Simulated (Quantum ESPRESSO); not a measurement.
## Magnetic state of MnPSe3 from several starts

Wanted: the moments of MnPSe3 and the energy of each order that was tried.

Program: Quantum ESPRESSO 7.5. Level of theory: LDA; plane waves with GBRV 1.5 LDA potentials, no spin-orbit coupling. Results are calculated unless marked as measured.

Experimental background.

For MnPSe3, rhombohedral van der Waals layered (powder annealed from the elements at 730 C), “Magnetic exchange interactions in the van der Waals layered antiferromagnet MnPSe3” (2020, arxiv:2010.08394) gives, by neutron powder diffraction, magnetic refinement: moment (ordered moment per Mn2+) 3.83 ± 0.03 μB [refined ordered moment, well below the 5 muB spin-only value; in-plane direction …].

### 1. The starting structure

It takes space group R-3 (No. 148, trigonal). The conventional cell has a = 6.400 Å, b = 6.400 Å, c = 20.716 Å, α = 90.00°, β = 90.00°, γ = 120.00°. Mn has 6 Se at 2.73 to 2.74 Å nearest. P has 3 Se at 2.19 Å and 1 P at 2.22 Å nearest. Se has 1 P at 2.19 Å and 2 Mn at 2.73 to 2.74 Å nearest. Farther neighbours and most contacts between anions are not listed.

The cell comes from Materials Project 2023-11-01, a database of computed structures, and need not be the stable phase.

### 2. Run 1 (ferro ++)

The signs are those of the starting moments on the seeded atoms, the atoms that are given a moment.

File pw.in:

```
&CONTROL
  calculation = 'scf'
  prefix = 'pwscf'
  outdir = './tmp'
  pseudo_dir = './pseudo'
  disk_io = 'nowf'
/
&SYSTEM
  ibrav = 0
  nat = 10
  ntyp = 3
  ecutwfc = 40
  ecutrho = 280
  nbnd = 56
  occupations = 'smearing'
  smearing = 'fd'
  degauss = 0.00367493
  nspin = 2
  starting_magnetization(1) = 0.3
  starting_magnetization(2) = 0
  starting_magnetization(3) = 0
/
&ELECTRONS
  conv_thr = 2d-08
  electron_maxstep = 150
  mixing_beta = 0.3
/
ATOMIC_SPECIES
Mn     54.9380 mn_lda_v1.5.uspp.F.UPF
P      30.9738 p_lda_v1.5.uspp.F.UPF
Se     78.9710 se_lda_v1.uspp.F.UPF
CELL_PARAMETERS angstrom
   3.1997804373    1.8473940968    6.9054975756
  -3.1997804373    1.8473940968    6.9054975756
   0.0000000000   -3.6947881936    6.9054975756
ATOMIC_POSITIONS crystal
Mn      0.8323828600    0.8323828600    0.8323828600
Mn      0.1676171400    0.1676171400    0.1676171400
P       0.5535793900    0.5535793900    0.5535793900
P       0.4464206100    0.4464206100    0.4464206100
Se      0.4151439300    0.7494138000    0.0889330100
Se      0.0889330100    0.4151439300    0.7494138000
Se      0.7494138000    0.0889330100    0.4151439300
Se      0.5848560700    0.2505862000    0.9110669900
Se      0.9110669900    0.5848560700    0.2505862000
Se      0.2505862000    0.9110669900    0.5848560700
K_POINTS automatic
4 4 4 0 0 0
```

Started as:

```sh
$ OMP_NUM_THREADS=1 mpirun -n 4 pw.x -nk 4 -in pw.in > pw.out
```

What it wrote:

```text
Program PWSCF v.7.5 starts

     Message from routine setup:
     using ibrav=0 with symmetry is DISCOURAGED, use correct ibrav instead

     K-points division:     npool     =       4
     Subspace diagonalization in iterative solution of the eigenvalue problem:

     G-vector sticks info
     --------------------
     sticks:   dense  smooth     PW     G-vecs:    dense   smooth      PW
     Sum        3655    2079    593               130893    56513    8723

     Using Slab Decomposition

     bravais-lattice index     =            0
     lattice parameter (alat)  =      14.8000  a.u.
     unit-cell volume          =    1652.8086 (a.u.)^3
     number of atoms/cell      =           10
     number of atomic types    =            3
     number of electrons       =        76.00
     number of Kohn-Sham states=           56
     kinetic-energy cutoff     =      40.0000  Ry
     charge density cutoff     =     280.0000  Ry
     scf convergence threshold =      2.0E-08
     mixing beta               =       0.3000
     number of iterations used =            8  plain     mixing
     Exchange-correlation= SLA  PZ   NOGX NOGC
                           (   1   1   0   0   0   0   0)

     celldm(1)=  14.799989  celldm(2)=   0.000000  celldm(3)=   0.000000
     celldm(4)=   0.000000  celldm(5)=   0.000000  celldm(6)=   0.000000

     crystal axes: (cart. coord. in units of alat)
               a(1) = (   0.408562   0.235883   0.881724 )
               a(2) = (  -0.408562   0.235883   0.881724 )
               a(3) = (   0.000000  -0.471766   0.881724 )

     reciprocal axes: (cart. coord. in units 2 pi/alat)
               b(1) = (  1.223805  0.706564  0.378047 )
               b(2) = ( -1.223805  0.706564  0.378047 )
               b(3) = (  0.000000 -1.413129  0.378047 )

     PseudoPot. # 1 for Mn read from file:
     mn_lda_v1.5.uspp.F.UPF
     Pseudo is Ultrasoft + core correction, Zval = 15.0
     Generated by new atomic code, or converted to UPF format
     Using radial grid of  859 points,  6 beta functions with:
                l(1) =   0
                l(2) =   0
                l(3) =   1
                l(4) =   1
                l(5) =   2
                l(6) =   2
     Q(r) pseudized with  8 coefficients,  rinner =    0.950   0.950   0.950
                                                       0.950   0.950

     PseudoPot. # 2 for P  read from file:
     p_lda_v1.5.uspp.F.UPF
     Pseudo is Ultrasoft + core correction, Zval =  5.0
     Generated by new atomic code, or converted to UPF format
     Using radial grid of  903 points,  6 beta functions with:
                l(1) =   0
                l(2) =   0
                l(3) =   1
                l(4) =   1
                l(5) =   2
                l(6) =   2
     Q(r) pseudized with  8 coefficients,  rinner =    1.300   1.300   1.300
                                                       1.300   1.300

     PseudoPot. # 3 for Se read from file:
     se_lda_v1.uspp.F.UPF
     Pseudo is Ultrasoft + core correction, Zval =  6.0
     Generated by new atomic code, or converted to UPF format
     Using radial grid of  877 points,  6 beta functions with:
                l(1) =   0
                l(2) =   0
                l(3) =   1
                l(4) =   1
                l(5) =   2
                l(6) =   2
     Q(r) pseudized with  8 coefficients,  rinner =    1.300   1.300   1.300
                                                       1.300   1.300

     atomic species   valence    mass     pseudopotential
     Mn               15.00    54.93800     Mn( 1.00)
     P                 5.00    30.97380     P ( 1.00)
     Se                6.00    78.97100     Se( 1.00)

     Starting magnetic structure
     atomic species   magnetization
     Mn              0.300
     P               0.000
     Se              0.000

      6 Sym. Ops., with inversion, found

   Cartesian axes

     site n.     atom                  positions (alat units)
         1        Mn     tau(   1) = (   0.0000000   0.0000000   2.2017948  )
         2        Mn     tau(   2) = (   0.0000000  -0.0000000   0.4433759  )
         3        P      tau(   3) = (  -0.0000000  -0.0000000   1.4643120  )
         4        P      tau(   4) = (   0.0000000   0.0000000   1.1808587  )
         5        Se     tau(   5) = (  -0.1365699   0.2327440   1.1052323  )
         6        Se     tau(   6) = (  -0.1332773  -0.2346450   1.1052323  )
         7        Se     tau(   7) = (   0.2698472   0.0019010   1.1052323  )
         8        Se     tau(   8) = (   0.1365699  -0.2327440   1.5399384  )
         9        Se     tau(   9) = (   0.1332773   0.2346450   1.5399384  )
        10        Se     tau(  10) = (  -0.2698472  -0.0019010   1.5399384  )

     number of k points=    14  Fermi-Dirac smearing, width (Ry)=  0.0037
                       cart. coord. in units 2pi/alat
        k(    1) = (   0.0000000   0.0000000   0.0000000), wk =   0.0156250
        k(    2) = (   0.0000000  -0.3532822   0.0945119), wk =   0.0937500
        k(    3) = (   0.0000000   0.7065644  -0.1890237), wk =   0.0468750
        k(    4) = (  -0.3059513  -0.1766411   0.1890237), wk =   0.0937500
        k(    5) = (  -0.3059513   0.8832054  -0.0945119), wk =   0.0937500
        [... 9 further k-points ...]

     Dense  grid:   130893 G-vectors     FFT dimensions: (  80,  80,  80)

     Smooth grid:    56513 G-vectors     FFT dimensions: (  60,  60,  60)

     Check: negative core charge=   -0.000012
     Generating pointlists ...
     new r_m :   0.1440 (alat units)  2.1318 (a.u.) for type    1
     new r_m :   0.1156 (alat units)  1.7109 (a.u.) for type    2
     new r_m :   0.1156 (alat units)  1.7109 (a.u.) for type    3

     Initial potential from superposition of free atoms

     starting charge      74.9992, renormalised to      76.0000
     Starting wfcs are   58 randomized atomic wfcs

     Self-consistent Calculation

     iteration #  1     ecut=    40.00 Ry     beta= 0.30
     Davidson diagonalization with overlap
     ethr =  1.00E-02,  avg # of iterations =  4.6

     Threshold (ethr) on eigenvalues was too large:
     Diagonalizing with lowered threshold

     Davidson diagonalization with overlap
     ethr =  4.40E-04,  avg # of iterations =  2.9

     total energy              =    -712.64918939 Ry
     estimated scf accuracy    <       0.35174517 Ry

     total magnetization       =     9.66 Bohr mag/cell
     absolute magnetization    =     9.66 Bohr mag/cell

     iteration #  2     ecut=    40.00 Ry     beta= 0.30
     Davidson diagonalization with overlap
     ethr =  4.63E-04,  avg # of iterations =  3.3

     total energy              =    -712.68367857 Ry
     estimated scf accuracy    <       0.07075096 Ry

     total magnetization       =     9.53 Bohr mag/cell
     absolute magnetization    =     9.53 Bohr mag/cell

     iteration #  3     ecut=    40.00 Ry     beta= 0.30
     Davidson diagonalization with overlap
     ethr =  9.31E-05,  avg # of iterations =  5.6

     total energy              =    -712.68896850 Ry
     estimated scf accuracy    <       0.02674132 Ry

     total magnetization       =     9.72 Bohr mag/cell
     absolute magnetization    =     9.72 Bohr mag/cell

     [... further iterations left out ...]

     iteration #  9     ecut=    40.00 Ry     beta= 0.30
     Davidson diagonalization with overlap
     ethr =  6.19E-09,  avg # of iterations =  6.5

     total energy              =    -712.69206358 Ry
     estimated scf accuracy    <       0.00000036 Ry

     total magnetization       =     9.70 Bohr mag/cell
     absolute magnetization    =     9.70 Bohr mag/cell

     iteration # 10     ecut=    40.00 Ry     beta= 0.30
     Davidson diagonalization with overlap
     ethr =  4.77E-10,  avg # of iterations =  7.1

     total energy              =    -712.69206395 Ry
     estimated scf accuracy    <       0.00000011 Ry

     total magnetization       =     9.70 Bohr mag/cell
     absolute magnetization    =     9.70 Bohr mag/cell

     iteration # 11     ecut=    40.00 Ry     beta= 0.30
     Davidson diagonalization with overlap
     ethr =  1.50E-10,  avg # of iterations =  4.3

     total energy              =    -712.69206399 Ry
     estimated scf accuracy    <       0.00000006 Ry

     total magnetization       =     9.70 Bohr mag/cell
     absolute magnetization    =     9.70 Bohr mag/cell

     iteration # 12     ecut=    40.00 Ry     beta= 0.30
     Davidson diagonalization with overlap
     ethr =  8.55E-11,  avg # of iterations =  2.2

     Magnetic moment per site  (integrated on atomic sphere of radius R)
     atom   1 (R=0.144)  charge= 13.4061  magn=  4.2073
     atom   2 (R=0.144)  charge= 13.4061  magn=  4.2073
     atom   3 (R=0.116)  charge=  2.4392  magn=  0.0300
     atom   4 (R=0.116)  charge=  2.4392  magn=  0.0300
     atom   5 (R=0.116)  charge=  2.8573  magn=  0.0444
     atom   6 (R=0.116)  charge=  2.8573  magn=  0.0444
     atom   7 (R=0.116)  charge=  2.8573  magn=  0.0444
     atom   8 (R=0.116)  charge=  2.8573  magn=  0.0444
     atom   9 (R=0.116)  charge=  2.8573  magn=  0.0444
     atom  10 (R=0.116)  charge=  2.8573  magn=  0.0444

     End of self-consistent calculation

     [... lines left out ...]
     the Fermi energy is     5.8204 ev

!    total energy              =    -712.69206401 Ry
     estimated scf accuracy    <          3.3E-09 Ry
     smearing contrib. (-TS)   =      -0.00249748 Ry
     internal energy E=F+TS    =    -712.68956653 Ry

     The total energy is F=E-TS. E is the sum of the following terms:
     one-electron contribution =    -420.73237692 Ry
     hartree contribution      =     235.88287312 Ry
     xc contribution           =    -240.20462644 Ry
     ewald contribution        =    -287.63543628 Ry

     total magnetization       =     9.70 Bohr mag/cell
     absolute magnetization    =     9.70 Bohr mag/cell

     convergence has been achieved in  12 iterations

=------------------------------------------------------------------------------=
   JOB DONE.
=------------------------------------------------------------------------------=
```

It took 2.2 min on 4 MPI ranks of Arm Neoverse V1, shared host; peak memory 1.2 GiB; 8.8 min of CPU time.

Spin moment in the atom's sphere by atom:

```tsv
atom	spin moment in the atom's sphere (μB)
Mn1	4.21
Mn2	4.21
P3	0.03
P4	0.03
Se5	0.04
Se6	0.04
Se7	0.04
Se8	0.04
Se9	0.04
Se10	0.04
```

This step gave:

* smearing term TS: 0.03398 eV
* magnetization: 9.704 μB
* absolute magnetization: 9.704 μB
* final state: ferromagnetic

(Continued in part 2 of 2.)

[Logs and program files are shortened in this print: banners, set-up blocks, solver, clock and traceback lines can be left out without a mark of their own.]

[Logs are printed without paths, hosts, clocks, repeated set-up lines and the standing remarks that a program may print on its own settings, such as how far it seeks lower states.]

[Hosts, paths, dates, database ids (printed as entryN), source tags and the programs' standing remarks are cut or masked in the printed files.]

[Where a cell is said to come from a database of computed structures, the database is the Materials Project.]
